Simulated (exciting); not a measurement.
# O K-edge absorption of AcClO, all-electron BSE, part 2 of 2

How far do the exchange and direct terms reshape the O K edge of AcClO?

exciting sodium; X-ray absorption, core-level Bethe-Salpeter equation, exchange and statically screened direct term, Tamm-Dancoff, all-electron LAPW+lo LDA.

So far. Step 6 (Exchange alone): Maxima (height): 2.3 eV (0.37), 3.1 eV (0.37), 6.1 eV (0.57), 9.9 eV (0.31) and 11.7 eV (0.24); 1 lower ones aren't listed. Against the independent-particle run the r.m.s. difference is 3 %. Step 7 (Direct term alone): Maxima (height): 0.5 eV (1.05), 3.6 eV (0.56), 8.8 eV (0.20) and 15.1 eV (0.16). The spectrum differs from the singlet run by 5 % r.m.s. The highest maximum lies at 0.5 eV (1.05), against 0.5 eV (1.00).

The database entry behind the starting cell is an old determination (1949), so it need not match the best structure at ambient conditions.

## 9. Ground state with other settings

Level of this step: all-electron LAPW+lo DFT, LDA, ZORA valence, Dirac core, self-consistent field (exciting).

In this try the input is made faulty on purpose, to show what that does.

input.xml reads:

```
<input>
  <title>AcClO</title>
  <structure speciespath="." autormt="false" epslat="1.0e-5">
    <crystal>
      <basevect>8.0313360282 0.0000000000 0.0000000000</basevect>
      <basevect>0.0000000000 8.0313360282 0.0000000000</basevect>
      <basevect>0.0000000000 0.0000000000 13.3792609599</basevect>
    </crystal>
    <species speciesfile="Ac.xml" rmt="2.464">
      <atom coord="0.5000000000 0.0000000000 0.8200000000"/>
      <atom coord="0.0000000000 0.5000000000 0.1800000000"/>
    </species>
    <species speciesfile="Cl.xml" rmt="2.300">
      <atom coord="0.5000000000 0.0000000000 0.3600000000"/>
      <atom coord="0.0000000000 0.5000000000 0.6400000000"/>
    </species>
    <species speciesfile="O.xml" rmt="2.078">
      <atom coord="0.5000000000 0.5000000000 0.0000000000"/>
      <atom coord="0.0000000000 0.0000000000 0.0000000000"/>
    </species>
  </structure>
  <groundstate do="fromscratch" xctype="LDA_PW" ngridk="4 4 2" rgkmax="4.5" gmaxvr="14" nempty="8" swidth="0.001" maxscl="100" epsengy="1e-5"/>
</input>
```

SPECIES.xml, added lines reads:

```
<lo l="L">  <!-- L = 0, 1, 2, and 3 from Cs on -->
  <wf matchingOrder="0" trialEnergy="0.1500" searchE="false"/>
  <wf matchingOrder="1" trialEnergy="0.1500" searchE="false"/>
  <wf matchingOrder="0" trialEnergy="0.9000" searchE="false"/>
</lo>
```

Run with:

```console
$ OMP_NUM_THREADS=1 mpirun -n 4 exciting
```

Numbers of over 12 decimals in the logs are rounded to 6 here.

Log:

```text
EXCITING SODIUM started
********************************************************************************
* Ground-state run starting from atomic densities                              *
********************************************************************************
+ Starting initialization                                                      +
[... lattice and species ...]
 Spin treatment                             :    spin-unpolarised
 Number of Bravais lattice symmetries       :      16
[...]
valence-band maximum at   10      0.2500  0.2500  0.5000
     conduction-band minimum at    1      0.0000  0.0000  0.0000
+ Self-consistent loop stopped                                                 +
 STATE.OUT is written
********************************************************************************
* Groundstate module stopped                                                   *
********************************************************************************
 Total time spent (seconds)                 :        36.25
| EXCITING SODIUM stopped                                                      =
[key lines of the parts left out:]
Total energy                               :    -52616.06786126
Fermi energy                               :         0.22972635
```

Wall time 38 s (4 MPI ranks of Intel Xeon 6975P-C (Granite Rapids), shared host).

Against the second ground state the total energy moves by 1410 meV an atom and the gap by 0.05 eV.

## 10. Another input

In this try the input is made faulty on purpose, to show what that does.

Changes to input.xml since step 9:

```diff
@@ -21,3 +21,20 @@
   </structure>
-  <groundstate do="fromscratch" xctype="LDA_PW" ngridk="4 4 2" rgkmax="4.5" gmaxvr="14" nempty="8" swidth="0.001" maxscl="100" epsengy="1e-5"/>
+  <groundstate do="skip" xctype="LDA_PW" ngridk="4 4 2" rgkmax="4.5" gmaxvr="14" nempty="8" swidth="0.001" maxscl="100" epsengy="1e-5"/>
+  <xs xstype="BSE" ngridk="3 3 2" ngridq="3 3 2" vkloff="0.097 0.273 0.493" rgkmax="4.5" nempty="61" gqmax="3" lmaxapwwf="5" lmaxemat="2" broad="0.01654" tevout="true">
+    <energywindow intv="18.058 19.675" points="439"/>
+    <screening screentype="full" nempty="91"/>
+    <BSE xas="true" xasspecies="3" xasatom="1" xasedge="K" bsetype="singlet" nstlxas="1 57"/>
+    <qpointset>
+      <qpoint>0 0 0</qpoint>
+    </qpointset>
+    <plan>
+      <doonly task="xsgeneigvec"/>
+      <doonly task="writepmatxs"/>
+      <doonly task="scrgeneigvec"/>
+      <doonly task="scrwritepmat"/>
+      <doonly task="screen"/>
+      <doonly task="scrcoulint"/>
+      <doonly task="exccoulint"/>
+    </plan>
+  </xs>
 </input>
```

input.xml for the last start (plan only) reads:

```
  <plan>
    <doonly task="bse"/>
  </plan>
```

Run with:

```console
$ OMP_NUM_THREADS=1 mpirun -n 4 exciting
$ OMP_NUM_THREADS=4 exciting
```

Log:

```text
| EXCITING SODIUM started for task xsgeneigvec ( 301)                          =
One-shot GS runs for BSE calculations
One-shot GS runs for k+qmt/2 grids
Info(xsgeneigvec): Generating eigenvectors for Q-point      1
Info(xsgeneigvec): Generation of eigenvectors finished
| EXCITING SODIUM started for task writepmatxs ( 320)                          =
Info(writepmatxs): Momentum matrix elements finished
| EXCITING SODIUM started for task scrgeneigvec ( 401)                         =
One-shot GS runs for BSE calculations
One-shot GS runs for k+qmt/2 grids
[...]
Info(setup_bse_block): Setting up RR part of hamiltonian
Info(setup_bse_block): Singlet spin state
Info(bse): Diagonalizing RR Hamiltonian (TDA)
Info(bse): Invoking Lapack routine ZHEEVR
      2052 eigen solutions found in the interval:
         i1=       1 i2=    2052
Info(bse): Writing excition energies and oscillator strengths to text file.
Info(makespectrum_dist): Making spectrum using formula for coupling with time reversed AR basis.
Info(makespectrum_dist): Using formalism for vanishing momentum transfer.
Info(writederived): Writing quantities derived from the macroscopic dielectric function.
Info(bselauncher): Spectrum finished for iqmt=  1
Info(bselauncher): All done for BSE type singlet
```

Elapsed: 9.3 min, on 4 MPI ranks.

Wall time by task: xsgeneigvec 5.8 s, writepmatxs 6.3 s, scrgeneigvec 3.2 s, scrwritepmat 5.3 s, screen 56 s, scrcoulint 74 s, exccoulint 6.7 min, bse 3.7 s.

The input has a fault: the basis cutoff rgkmax is far too low. The spectrum differs from the singlet run by 31 % r.m.s. The highest maximum lies at 0.8 eV (1.05), against 0.5 eV (1.00). The first bright state moves from -0.20 to 0.11 eV. The lowest bare transition of this run lies at 0.74 eV, against 0.39. A small basis shifts bands and core levels against each other.

```tsv
E (eV)	first run	this run
-3.0	0.03	0.02
-2.0	0.05	0.04
-1.0	0.11	0.09
0.0	0.52	0.35
1.0	0.68	0.92
2.0	0.48	0.49
3.0	0.43	0.35
4.0	0.54	0.30
5.0	0.41	0.29
6.0	0.24	0.37
7.0	0.18	0.35
8.0	0.19	0.32
9.0	0.19	0.18
10.0	0.13	0.19
11.0	0.15	0.15
12.0	0.12	0.14
13.0	0.09	0.09
14.0	0.12	0.10
15.0	0.16	0.12
16.0	0.14	0.16
17.0	0.11	0.12
```

## 11. The levels of theory side by side

```tsv
level	curve passes 0.15 (eV)	highest maximum (eV)	its height
IP	1.3	6.1	0.57
RPA	1.4	6.1	0.57
direct only	-0.8	0.5	1.05
singlet	-0.8	0.5	1.00
```

```tsv
E (eV)	IP	RPA	direct only	singlet
-3.0	0.01	0.01	0.03	0.03
-2.0	0.01	0.01	0.05	0.05
-1.0	0.02	0.02	0.12	0.11
0.0	0.04	0.04	0.59	0.52
1.0	0.10	0.10	0.67	0.68
2.0	0.34	0.32	0.48	0.48
3.0	0.38	0.37	0.43	0.43
4.0	0.33	0.32	0.52	0.54
5.0	0.41	0.39	0.39	0.41
6.0	0.57	0.56	0.23	0.24
7.0	0.46	0.47	0.18	0.18
8.0	0.29	0.30	0.18	0.19
9.0	0.26	0.26	0.19	0.19
10.0	0.30	0.30	0.13	0.13
11.0	0.20	0.21	0.15	0.15
12.0	0.23	0.23	0.12	0.12
13.0	0.18	0.19	0.09	0.09
14.0	0.14	0.14	0.12	0.12
15.0	0.15	0.15	0.16	0.16
16.0	0.20	0.20	0.13	0.14
17.0	0.21	0.21	0.11	0.11
```

## 12. What came out

```
absorber and edge   : O K, atom 5
surroundings        : 4 Ac at 2.48 Å (distorted tetrahedral, site symmetry -4m2)
first bright state  : -0.20 eV from the Kohn–Sham onset, on this mesh
highest maximum     : 0.5 eV
cost of the BSE run : 12 min on 4 MPI ranks of Intel Xeon 6975P-C (Granite Rapids), shared host; the last task ran on as many threads
```

**Reading.** Is a core exciton bound? Undecided on this mesh: the first bright state (over 5 % of the brightest) lies at -0.20 eV from the Kohn–Sham onset and at -0.60 eV from the lowest bare transition of its own mesh; weaker or dark states reach down to -0.44 eV. Exchange alone changes the independent-particle spectrum by 3 % r.m.s. Leaving exchange out of the full kernel changes the spectrum by 5 % r.m.s. A mesh of 18 points doesn't converge binding energies, and fine structure above the first lines is partly noise of the mesh. Exchange and the short-range direct term aren't converged in the kernel cutoff. The zero comes from the unshifted 4×4×2 ground-state mesh; it is exact only where the band minimum lies on that mesh. The Kohn–Sham onset, 503 eV, is no photon energy: the scale needs a rigid shift. No quasiparticle correction widens the gap or stretches the bands. Vibrations and energy-dependent lifetimes are left out. The structure is a published determination, not relaxed.

[Banner, clock and machine lines of the logs are left out without a mark of their own.]

[Logs are printed without paths, hosts, clocks, repeated set-up lines and the standing remarks that a program may print on its own settings, such as how far it seeks lower states.]

[Hosts, paths, dates, database ids (printed as entryN), source tags and the programs' standing remarks are cut or masked in the printed files.]
